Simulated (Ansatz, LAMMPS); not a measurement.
# Relaxing poly(vinylidene fluoride) with Li+ BF4- (capped chains of 10 units), from a frame at 300 K (142 atoms), part 3 of 3

Wanted: the relaxed structure of poly(vinylidene fluoride) with Li+ BF4- (capped chains of 10 units), from a frame at 300 K (142 atoms) and its electronic structure.

Ansatz 0.2.0; Kohn-Sham DFT, LDA, PAW (set soft_2), plane waves.

The cell: 44 C, 44 F, 52 H, 1 B and 1 Li. The network of contacts between molecules at the start is that of the classical potential that made the cell. The functional has no dispersion term. The density was typed from a rule of thumb and may lie off the real one at this temperature. The Brillouin zone is sampled at Γ only, in a cell whose shortest periodic width is 11 Å.

So far. Step 4 (Relaxation): The relaxation changed the energy by -49.2 meV/atom, and atoms moved by 0.47 Å r.m.s., 1.4 Å at most.

### Step 6. Single point at the relaxed geometry

One more single point at the end of the walk gives the fuller output and checks the residual forces.

input.yaml

```yaml
crystal:
  lattice:
    - [11.21675, 0.0, 0.0]
    - [0.0, 11.21675, 0.0]
    - [0.0, 0.0, 11.21675]
  atoms:
    - { symbol: C, position: [0.57813, 0.6462, 0.70129] }
    - { symbol: C, position: [0.56324, 0.76247, 0.63524] }
    - { symbol: C, position: [0.43906, 0.81134, 0.63666] }
    - { symbol: F, position: [0.36352, 0.73222, 0.58045] }
    - { symbol: F, position: [0.43609, 0.91135, 0.56606] }
    - { symbol: C, position: [0.39017, 0.83947, 0.75821] }
    - { symbol: C, position: [0.26924, 0.89734, 0.76347] }
    - { symbol: F, position: [0.27425, 0.00725, 0.71023] }
    - { symbol: F, position: [0.24664, 0.92073, 0.88111] }
    - { symbol: C, position: [0.16667, 0.82759, 0.71253] }
    - { symbol: C, position: [0.04438, 0.86819, 0.75097] }
    - { symbol: F, position: [0.02658, 0.83672, 0.86806] }
    - { symbol: F, position: [0.96418, 0.80279, 0.68853] }
    - { symbol: C, position: [0.0183, 0.99974, 0.73809] }
    - { symbol: C, position: [0.88802, 0.02878, 0.72291] }
    - { symbol: F, position: [0.85398, 0.99998, 0.61045] }
    - { symbol: F, position: [0.8202, 0.95892, 0.79711] }
    - { symbol: C, position: [0.85143, 0.15544, 0.74976] }
    - { symbol: C, position: [0.9162, 0.25173, 0.68347] }
    - { symbol: F, position: [0.87557, 0.35881, 0.73266] }
    - { symbol: F, position: [0.03351, 0.24871, 0.71323] }
    - { symbol: C, position: [0.90754, 0.25831, 0.54971] }
    - { symbol: C, position: [0.78467, 0.27702, 0.49812] }
    - { symbol: F, position: [0.72734, 0.36498, 0.55952] }
    - { symbol: F, position: [0.71708, 0.1773, 0.51532] }
    - { symbol: C, position: [0.77955, 0.31371, 0.36873] }
    - { symbol: C, position: [0.83586, 0.23413, 0.27495] }
    - { symbol: F, position: [0.76032, 0.23462, 0.17882] }
    - { symbol: F, position: [0.83928, 0.11836, 0.31249] }
    - { symbol: C, position: [0.95772, 0.27348, 0.23366] }
    - { symbol: C, position: [0.01915, 0.19618, 0.14166] }
    - { symbol: F, position: [0.94003, 0.15886, 0.05669] }
    [... 104 atom lines left out ...]
    - { symbol: B, position: [0.99747, 0.56461, 0.534] }
    - { symbol: F, position: [0.9646, 0.50662, 0.43051] }
    - { symbol: F, position: [0.06417, 0.66399, 0.51122] }
    - { symbol: F, position: [0.06268, 0.48437, 0.60791] }
    - { symbol: F, position: [0.89592, 0.59154, 0.60458] }
    - { symbol: Li, position: [0.9553, 0.51194, 0.7407] }
kpoints:
  mp_grid: { grid: [1, 1, 1] }
hamiltonian:
  xc: lda
scf:
  occupations: { method: gaussian, width: 0.05 }
output:
  forces: true
  stress: true
  populations: true
  dos:
    method: { smearing: { sigma: 0.15 } }
    de: 0.1
    projected: { site_lists: { B: [B], C: [C], F: [F], H: [H], Li: [Li] } }
  eigenvalues: true
  write_density: true
  write_potential: true
  volumetric_format: npy
  elf: true
```

Started as:

```bash
$ ansatz run input.yaml --threads 4 --pin off --max-ram 8192MiB --backend cpu --events-out ev --progress --plain --runs-dir out
```

What it wrote:

```text
[...]
Crystal: 142 atoms, lattice volume = 1411.241 Å³
Basis set: ecut = 420 eV, 27609 PW (Γ)
Bands: 413, of which v1, the nominal top of the filled ones, is band 271 counted from 1 (270 counted from 0)
Symmetry: 1 space group operations
[...]
k-points: 1
[...]
SCF iter   1: F=—  HF=-46777.987608 eV  |F-HF|=—  |Δ(HF+E_count)|=         —  Δρ=1.13e-2  dr2=1.36e0  ethr=1.77e-3  ⟨swp⟩=6.0  Hψ=1627  notcnv=0  defer=96
[...]
SCF iter  10: F=-46777.493809 eV  HF=-46777.493809 eV  |F-HF|=3.16e-8  |Δ(HF+E_count)|=   1.49e-7  Δρ=1.59e-6  dr2=2.96e-8  ethr=1.85e-11  ⟨swp⟩=19.0  Hψ=3518  notcnv=0
SCF 1 converged in 10 iterations: F = -46777.493809 eV  dr2 = 2.96e-8
[...]
WARN: The input density's exchange-correlation potential varies sharply where the density is thin. Do not read a vacuum level from v_tot or v_xc, or from such a field of the output density. On a cell that repeats whose density bears no net charge and no dipole along the vacuum's axis use v_es (v_loc + v_h of the components); [...]
SCF converged after 10 iterations
Free energy (F): -46777.493809 eV
[...]
Internal energy: -46777.493809 eV  (E = F + TS)
E sigma→0 (E₀):  -46777.493809 eV
Fermi energy:    2.201149 eV
[...]
--- Forces (eV/Å), atoms counted from 1 ---
  atom   1  C     -0.01893360     0.00975923     0.00172412
  atom   2  C      0.01952962    -0.01380950    -0.00090514
  atom   3  C     -0.00975247     0.00452889    -0.00587883
  atom   4  F      0.00692915     0.00857204     0.00710441
  atom   5  F     -0.00142648    -0.00802002     0.00852956
  atom   6  C     -0.00189126    -0.00450966    -0.00781891
  atom   7  C      0.00882417     0.00463342     0.00676562
  atom   8  F     -0.00003604     0.00165283    -0.00192116
  atom   9  F     -0.00177007    -0.00122732    -0.00292488
  atom  10  C     -0.00982223    -0.00875575     0.00011974
  atom  11  C     -0.00019169     0.00872360    -0.00574370
  atom  12  F      0.00074570    -0.00445831     0.00449105
  atom  13  F      0.00220270    -0.00728068    -0.00425678
  atom  14  C     -0.00162192     0.00687091    -0.00251770
[...]
atom 141  F     -0.00443493    -0.00411462    -0.01092350
  atom 142  Li     0.00830189     0.00643154    -0.00256660
  max |Σ_I F_I| component: 3.58e-4 eV/Å
--- Stress (GPa, compression-positive) ---
       -0.156270      -0.202651       0.101712
       -0.202651      -0.090345      -0.010314
        0.101712      -0.010314      -0.433503
  P = ⅓ Tr σ = -0.2267 GPa (-2.267 kbar)
--- Band table (eV) ---
[...]
--- Löwdin populations: 142 sites ---
  site symbol       q [e]
     0      C      4.4864
     1      C      4.3109
     2      C      3.3887
[...]
141     Li      2.2294
  spilling = 0.008937 (of n_electrons = 542.000000)
```

Wall time 28 s (4 threads of Arm Neoverse V1, shared host); peak memory 1.8 GiB; 1.8 min of CPU time.

The program notes that the exchange-correlation potential is rough where the density is thin.

Read from the output:

- free energy: -46777.4938 eV
- free energy per atom: -329.4190 eV/atom
- SCF cycles: 10
- pressure: -0.2267 GPa
- r.m.s. force component: 0.00605 eV/Å
- longest force: 0.05772 eV/Å
- Fermi energy: 2.201 eV
- gap (highest filled to lowest empty level): 6.449 eV
- spilling of the projection: 0.008937

Löwdin charges by element and coordination (they lack the spilled electrons, 0.034 e an atom on average):

```csv
element,coordination,atoms,mean charge (e),spread,least,most
B,all,1,0.820,0,0.820,0.820
C,all,44,0.0755,0.496,-0.514,0.623
F,all,44,-0.265,0.0342,-0.388,-0.224
F,1,39,-0.258,0.0224,-0.350,-0.224
F,2,5,-0.325,0.049,-0.388,-0.277
H,all,52,0.223,0.0151,0.178,0.245
Li,all,1,0.771,0,0.771,0.771
```

States in the cell by windows of 1 eV, zero at the Fermi level; the larger projections on atomic orbitals stand beside the total:

```csv
from (eV),to (eV),total,F p,C p,H s
-10,-9,44.9,23.9,16.3,1.2
-9,-8,31.9,16.7,9.3,3.1
-8,-7,37.8,21.0,10.5,4.6
-7,-6,57.0,36.8,13.3,5.6
-6,-5,91.4,63.9,17.4,8.4
-5,-4,54.0,30.9,16.8,5.1
-4,-3,19.5,8.0,8.9,2.1
-3,2,0.0,0.0,0.0,0.0
2,3,0.1,0.0,0.0,0.0
3,4,9.4,0.5,2.5,2.9
4,5,30.6,2.6,10.5,7.4
```

Between -26 and -10 eV lie 156 more states.

The stored curve holds about 492 of the 542 electrons; the rest, give or take the few that broadening carries across the Fermi level, lie in deeper levels below its range.

The levels nearest the highest filled one (over half full), pooled over k-points and spins:

```csv
level less the highest filled one (eV),occupation
-0.451,2
-0.390,2
-0.339,2
-0.220,2
-0.165,2
0,2
6.45,0
6.99,0
7.05,0
7.11,0
7.28,0
7.35,0
```

Electrostatic potential energy in the ac plane at fractional y = 0.249, with atoms of C and F and H within 0.2 Å of it. With pseudopotentials it is smooth inside the atoms' cores, unlike the true potential.

Values in eV, 13 rows by 16 columns, each cell a mean:
```
  6   4   4   5   6   7   5  -4   1   4   4   3   5   6   6   6
  6   6   5   5   6   6   5  -1 -17  -2   5   6   6   5   5   6
  2   5   6   6   6   6   2 -10 -41 -13   5   6   5   3   2   4
-42 -16   7   7   7   7   5   5  -2 -17   4   5   4  -2 -30 -25
-10   2   7   7   6   5   5   6   6   6   6   6   4  -2 -31 -20
  5   7   6   5   4  -6  -4   5   7   7   6   2  -8  -9 -41 -18
  5   6   5   0  -3 -36 -32   2   6   7   6  -5 -40 -19 -17  -4
  5   6 -12 -29  -4  -2 -16 -10   6   6   6   2  -6  -1   4   5
 -4   4 -11 -23   3   6   5   5   6   6   5   3  -7 -17  -2   1
 -8   4   6   6   7   7   7   7   7   7   6   3 -17 -44 -21 -34
-12   0   0  -8   5   6   7   7   7   7   7 -15 -40  -7  -4 -22
-11 -24 -35 -13   5   7   7   7   7   7   7   3  -3   6   5  -1
  3 -13 -21   2   6   7   4 -10   5   6   5   4   6   7   6   5
```
Columns run along a (11.2 Å; values clipped at the 3rd and 97th percentile), rows up along c (11.2 Å). Atoms in or near the plane, at fractional coordinates: C at (0.92, 0.68), F at (0.03, 0.71), C at (0.91, 0.55), C at (0.84, 0.27), F at (0.76, 0.18), C at (0.13, 0.08), H at (0.20, 0.14), C at (0.36, 0.50), F at (0.19, 0.38), C at (0.53, 0.82), H at (0.43, 0.42), H at (0.57, 0.74).

Valence density in the ac plane at fractional y = 0.249, with atoms of C and F and H within 0.2 Å of it. It is the smooth field of the valence electrons, not physical close to the nuclei.

Ten steps, logarithmic in the rise over the least value, from '0' (0 e/Å³) to '9' (11 e/Å³), each cell a mean:
```
00112210000024553211122100000000
00000000000012333221111000000000
00000000000001234432100000000000
00000000000012355653100000011000
22100000000013456653100000112111
67520000000012344554200011233334
99841000000001122453100011245556
78731000111000001121000001245656
33310001111110000000000001135654
11001111112222100000001112245653
20001221124443210000013444456654
20001222245664310000124555555553
10001233345565420000013455543332
00013666433455520000011344321110
00025898521223310000012334321000
22124787410011000000012344542112
43212343100000000000001235655444
53100010001110000000001245566555
53210110001110000000013677555566
54322332100100000000014898532345
55545554100000000000013676411234
34566653100000110000001222101122
23456532000012442100000000001122
11244421000024664200111100000111
```
Columns run along a (11.2 Å), rows up along c (11.2 Å). Atoms in or near the plane, at fractional coordinates: C at (0.92, 0.68), F at (0.03, 0.71), C at (0.91, 0.55), C at (0.84, 0.27), F at (0.76, 0.18), C at (0.13, 0.08), H at (0.20, 0.14), C at (0.36, 0.50), F at (0.19, 0.38), C at (0.53, 0.82), H at (0.43, 0.42), H at (0.57, 0.74).

Mean Löwdin charges: B +0.82, C +0.08, F -0.27, H +0.22, Li +0.77 e (they miss 0.89 % of the electrons, so they add up to more than the cell's charge).

The surroundings of B137, the only B atom, nearest first, numbered as they follow in the input and with coordinates relative to it.

```csv
atom,x,y,z,distance (Å),bonds,Löwdin charge (e)
B137,0.00,0.00,0.00,0.00,4,0.82
F139,0.75,1.11,-0.26,1.37,1,-0.33
F138,-0.37,-0.65,-1.16,1.38,1,-0.35
F141,-1.14,0.30,0.79,1.42,2,-0.38
F140,0.73,-0.90,0.83,1.43,2,-0.39
Li142,-0.47,-0.59,2.32,2.44,5,0.77
H56,-0.36,-2.60,-0.14,2.63,1,0.23
H116,2.53,-1.26,-0.88,2.96,1,0.23
H113,2.26,0.96,-1.79,3.04,1,0.20
F13,-0.37,2.67,1.73,3.21,1,-0.23
H58,-2.00,-1.81,-1.91,3.30,1,0.24
```

The column of bonds counts only the pairs H-C within 1.34 Å, C-C within 1.85 Å, C-F within 1.62 Å, F-B within 1.72 Å, F-Li within 2.46 Å; other neighbours, such as metal atoms beside each other in a compound, aren't counted, and periodic images can show an atom twice.

### Step 7. Outcome

```
energy change in the relaxation                  : -49.24 meV/atom
r.m.s. displacement                              : 0.471 Å
largest displacement                             : 1.354 Å
free energy per atom                             : -329.4190 eV/atom
pressure                                         : -0.2267 GPa
r.m.s. force component                           : 0.00605 eV/Å
gap (highest filled to lowest empty level) : 6.449 eV
wall time of the 3 DFT runs                      : 4 min
```

In words: Relaxation lowers the energy by 49.2 meV/atom and moves atoms by 0.47 Å r.m.s.; the r.m.s. force component goes from 0.92 to 0.0060 eV/Å, the pressure goes from 1.6 to -0.23 GPa, and the gap from 6.03 to 6.45 eV. By the final cutoffs no bond was broken or made. First to last step the energy falls by 6.993 eV; the largest move, 1.35 Å, is that of F140, with 1 other atom within 2 % of it. The F-Li bonds change most in mean length: from 2.028 Å (spread 0.201) to 1.948 Å (spread 0.059). With the cutoffs above, all B atoms have 4, all C atoms have 4, 89 % of F atoms have 1 and all H atoms have 1 bonded neighbour. Between filled and empty levels lie 6.45 eV (at Γ alone); a local or semilocal functional tends to put such gaps too low. In a disordered cell it changes from sample to sample, and tail or defect levels can set it.

What to keep in mind: The network of contacts between molecules at the start is that of the classical potential that made the cell; in DFT atoms moved by 0.47 Å r.m.s.

[Logs are printed without paths, hosts, clocks, repeated set-up lines and the standing remarks that a program may print on its own settings, such as how far it seeks lower states.]

[Hosts, paths, dates, database ids (printed as entryN), source tags and the programs' standing remarks are cut or masked in the printed files.]
